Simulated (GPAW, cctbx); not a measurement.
# How far are the atoms of Cs2BaAg3 from free atoms?

Aim: compute the bonding part of the density of Cs2BaAg3, find which reflections carry it, and see how it biases an ordinary refinement.

The start was made by putting kin elements into a known structure type; the compound need not exist, or be stable, in this form. All numbers below are calculated.

**1. Relax the structure**

The density hangs on the geometry, so cell and atoms are relaxed first, with the symmetry held. The cutoff is set higher than for the density because stress converges slowly with plane waves.

Settings: GPAW 26.7.0, PBE, 570 eV, 3×3×3 k-points, Fermi–Dirac width 0.1 eV, BFGS to 0.03 eV/Å.

```text
cell
1.0
     0.000000000    0.000000000    5.950000000
     7.168000000    0.000000000    0.000000000
    -3.584000000    6.207670094    0.000000000
Ba Cs Ag
1 2 3
Direct
0.000000000 0.000000000 0.000000000
0.000000000 0.666666667 0.333333333
0.000000000 0.333333333 0.666666667
0.500000000 0.000000000 0.500000000
0.500000000 0.500000000 0.500000000
0.500000000 0.500000000 0.000000000
```

```console
$ OMP_NUM_THREADS=1 mpirun -n 4 gpaw python run.py > gpaw.log
```

```text
BFGS:    0       -9.529104        0.437277
BFGS:    1       -9.531820        0.432643
BFGS:    2       -9.587909        0.305621
BFGS:    3       -9.624482        0.166137
...
BFGS:   12       -9.732610        0.130699
BFGS:   13       -9.739390        0.043732
BFGS:   14       -9.740877        0.003494
cell  5.1804 8.0337 8.0337  120.00 90.00 90.00
volume 289.548 A^3, largest force 0.000 eV/A, largest stress 0.01 GPa
```

The cell moved far, while the k-mesh and basis were chosen for the start, so the final shape may be somewhat biased.

After 14 steps the volume has changed by +9.4 % and the energy by -0.212 eV; the largest stress left is 0.01 GPa. It took 3.6 min on 4 cores of Arm Neoverse V1 (shared host), peak memory 1.4 GiB.

Relaxed structure: P6/mmm (no. 191), a = 8.0337 Å, b = 8.0337 Å, c = 5.1804 Å, α = 90.00°, β = 90.00°, γ = 120.00°.

```
atom  mult.    x    y    z
 Ba1      1    0    0    0
 Cs1      2  2/3  1/3    0
 Ag1      3    0  1/2  1/2
```

**2. Density and charge transfer**

X-rays see the whole electron density, so the PAW density is rebuilt with its core regions. Subtracting spherical free atoms from the same code cancels the cores and leaves the deformation density Δρ, the part due to bonding.

Settings: PBE, 450 eV, 5×4×4 k-points (along the axes of the calculation cell), Fermi–Dirac width 0.1 eV; primitive cell of 6 atoms.

```console
$ OMP_NUM_THREADS=1 mpirun -n 4 gpaw python run.py > gpaw.log
```

```text
|iter:   1|       0s |  -10.763679 | -0.49 |       |
|iter:   2|       2s |  -10.645397 | -1.87 | -1.30 |
|iter:   3|       4s |  -10.630835 | -1.15 | -1.33 |
...
|iter:   9|      16s |   -9.731808c| -6.37 | -4.04c|
|iter:  10|      18s |   -9.731810c| -7.18 | -4.72c|
|iter:  11|      19s |   -9.731810c| -7.57c| -5.42c|
```

```text
grid (54, 80, 80)  electrons 307.000  moved by bonding 1.046 e
deformation density beyond 0.5 A of the nuclei: max 0.023, min -0.072 e/A^3
atom        x       y       z   Voronoi charge  moment
Ba1    0.0000  0.0000  0.0000      0.399       0.00
Cs2    0.0000  0.6667  0.3333      0.123       0.00
Cs3    0.0000  0.3333  0.6667      0.123       0.00
Ag4    0.5000  0.0000  0.5000     -0.215       0.00
Ag5    0.5000  0.5000  0.5000     -0.215       0.00
Ag6    0.5000  0.5000  0.0000     -0.215       0.00
mean inner potential of superposed free atoms 12.218 V
total magnetic moment 0.000 muB
```

Deformation density in a plane through the shortest contact of the Cs atom at the origin, in 0.01 e/Å³ (clipped at ±99); x from -1.6 to 5.1 Å, y from 2.4 down to -2.4 Å:

```text
  1   1   2   2   2   2   1   0  -1   0   0   0  -1  -1   0   0
  0   1   1   2   1   1   0   0  -1   0   0   0   0   0   0   0
  0   0   0   1   1   0   0  -1   0   0   1   1   1   0   0   0
  0  -1  -1   0   0   0  -1   0   0   1   2   2   2   1   1   0
  0  -1  -1  -1  -1  -1   0   0   1   2   1  -1  -2   1   1   0
  0  -1  -1   0   .  -1   0   0   1   2  -3   .  -6  -2   2   1
  0   0  -1   .   .  -1   0   0   1   2  -2   .   .  -2   2   1
  0   0   0   0   .  -1  -1   0   1   2  -2   .  -7  -2   2   1
 -1   0   0   0  -1  -1  -1   0   0   1   0  -2  -1   2   2   1
 -1  -1   0   0   0  -1  -1   0   0   1   1   2   2   2   1   0
 -1  -1  -1   0   0   0   0   0   0   0   0   1   1   1   0   0
 -1  -1  -1   0   0   0   0   0   0   0   0   0   0   0   0  -1
 -1  -1   0   0   1   1   1   0   0   0  -1  -1   0   0  -1  -1
```

Atoms in or within 0.15 Å of the plane: Cs (0.0, 0.0), Ag (3.5, 0.0) Å. Dots mark points within about 0.45 Å of a nucleus; large values next to them are atomic features.

Ag gains most (-0.21 e) and Ba loses most (+0.40 e); Ag is the most electronegative element, but the order of the others doesn't follow electronegativity. Along the shortest contact from the Cs atom at the map's origin, Cs–Ag at 3.48 Å, Δρ is +0.01 e/Å³ at the midpoint and highest, +0.02, 2.25 Å from Cs (points within 0.5 Å of a nucleus left out): little piles up between the atoms. Point values carry grid noise of about 0.01 e/Å³. The run needed 11 iterations, 27 s.

**3. Structure factors**

The Fourier components of Δρ, added to those of the free atoms, give the static X-ray structure factors; the Mott–Bethe relation turns them into the Fourier components V of the potential that fast electrons feel.

```text
static structure factors of the conventional cell: F in electrons, V (Mott-Bethe) in volts
   h  k  l      d  |F| table  |F| free   |F| DFT   change   |V| free  |V| DFT  change %
   1  0  0  6.9574    44.640    44.613    44.857    0.243     1.063    0.876    -17.6
   0  0  1  5.1804    20.549    20.746    20.153   -0.594     1.807    2.059     14.0
   1  0  1  4.1551    43.358    43.357    43.369    0.012     1.269    1.266     -0.3
   1  1  0  4.0168   104.895   105.016   104.951   -0.065     3.572    3.588      0.5
   2  0  0  3.4787   125.110   124.983   124.930   -0.053     3.260    3.270      0.3
   1  1  1  3.1744   181.636   181.610   181.684    0.074     5.007    4.995     -0.2
   2  0  1  2.8880   118.707   118.519   118.187   -0.332     2.836    2.880      1.5
   2  1  0  2.6296    38.076    38.015    37.894   -0.121     0.874    0.887      1.5
   0  0  2  2.5902   249.481   249.311   248.906   -0.405     6.127    6.170      0.7
   1  0  2  2.4274    37.084    37.020    36.875   -0.145     0.838    0.851      1.6
   2  1  1  2.3448    38.080    37.998    37.935   -0.063     0.871    0.876      0.6
   3  0  0  2.3191    92.089    92.239    92.262    0.022     2.278    2.276     -0.1
   1  1  2  2.1769    90.229    90.391    90.551    0.160     2.146    2.134     -0.6
   3  0  1  2.1167   161.373   161.405   161.356   -0.049     3.659    3.663      0.1
```

The largest X-ray change is -0.59 e on 001, 2.9 % of |F|. For electrons V goes as (Z − F)/g², so a change of F counts against Z − F, which is small at low angle and wherever the atoms' terms cancel: |V| of 100 moves by -17.6 % (1.06 to 0.88 V) against +0.5 % in |F|. The tabulated Hartree–Fock atoms differ from the free DFT atoms by up to 0.20 e, so the choice of reference atom matters too.

**4. Convergence**

Cutoff and k-mesh: one is changed at a time, to find what the result needs.

| run | ΔF 001 (e) | ΔF 002 (e) | ΔF 201 (e) | q(Ag) (e) | moved (e) | time |
| --- | --- | --- | --- | --- | --- | --- |
| 450 eV 5×4×4 | -0.594 | -0.405 | -0.332 | -0.215 | 1.046 | 27 s |
| 250 eV 5×4×4 | -0.592 | -0.426 | -0.352 | -0.217 | 1.187 | 13 s |
| 350 eV 5×4×4 | -0.593 | -0.411 | -0.337 | -0.216 | 1.075 | 20 s |
| 750 eV 5×4×4 | -0.594 | -0.405 | -0.332 | -0.215 | 1.051 | 66 s |
| 450 eV 2×1×1 | -0.175 | -0.460 | -0.256 | -0.199 | 1.061 | 11 s |
| 450 eV 3×2×2 | -0.599 | -0.397 | -0.328 | -0.225 | 1.086 | 15 s |

Within 0.01 e of the base on all three: 450 eV 3×2×2, 350 eV 5×4×4 and 750 eV 5×4×4. The largest error, 0.419 e, comes with 450 eV 2×1×1. The moved charge is off by up to 13 % among these runs. Times are from shared hosts.

**5. Refining ordinary atoms against data with bonding**

Routine crystallography fits spherical atoms. To see the bias, intensities are simulated from tabulated atoms plus the DFT change ΔF, so that bonding alone can misfit (13288 reflections of the full sphere, merged to the counts below, to 0.45 Å, 1 % proportional noise plus counting noise, assumed isotropic U as listed, Δρ smeared by the mean U) and refined with cctbx over different ranges.

| range | data | R1 | GooF | U Ba1 (true 0.0073) | U Cs1 (true 0.0073) | U Ag1 (true 0.0078) | largest shift (Å) | Δρ max, min (e/Å³) |
| --- | --- | --- | --- | --- | --- | --- | --- | --- |
| all data | 710 | 0.0035 | 0.93 | 0.0073 | 0.0073 | 0.0078 | 0.0000 | 0.22, -0.45 |
| low resolution, d > 0.84 | 134 | 0.0026 | 0.94 | 0.0073 | 0.0072 | 0.0077 | 0.0000 | 0.07, -0.18 |
| high order, d < 0.75 | 531 | 0.0042 | 0.93 | 0.0073 | 0.0073 | 0.0078 | 0.0000 | 0.23, -0.31 |
| occupancies free, d > 0.7 | 215 | 0.0027 | 0.92 | 0.0073 | 0.0073 | 0.0078 | 0.0000 | 0.09, -0.16 |

With all data GooF is 0.93, so at this noise the bonding hardly shows; the top residual peak, near noise level, lies 1.94 Å from Ba and 3.24 Å from Ba. No U is off by more than 3 s.u. at low resolution. Symmetry fixes every coordinate, so the shifts are zero by construction. With Ba1 held at 1 and the scale free, the other occupancies refine to Cs1 1.000(0.001) and Ag1 1.000(0.001), within three s.u. of full.

**6. Answer**

Bonding moves 1.05 e in the primitive cell of Cs2BaAg3 and changes the structure factors of the conventional cell in the table above by at most 0.59 e (001, 2.9 %). The shortest bond, Cs–Ag, has Δρ = +0.01 e/Å³ at its midpoint. Within 0.01 e of the base on all three: 450 eV 3×2×2, 350 eV 5×4×4 and 750 eV 5×4×4. The largest error, 0.419 e, comes with 450 eV 2×1×1. The moved charge is off by up to 13 % among these runs. With all data GooF is 0.93, so at this noise the bonding hardly shows. Limits: static density, frozen cores, no spin–orbit coupling.

[Outputs are excerpts: Python notices, other lines and further rows are left out; steps that failed or that the build refused (PBEsol, TPSS) are not shown.]

[Logs are printed without paths, hosts, clocks, repeated set-up lines and the standing remarks that a program may print on its own settings, such as how far it seeks lower states.]
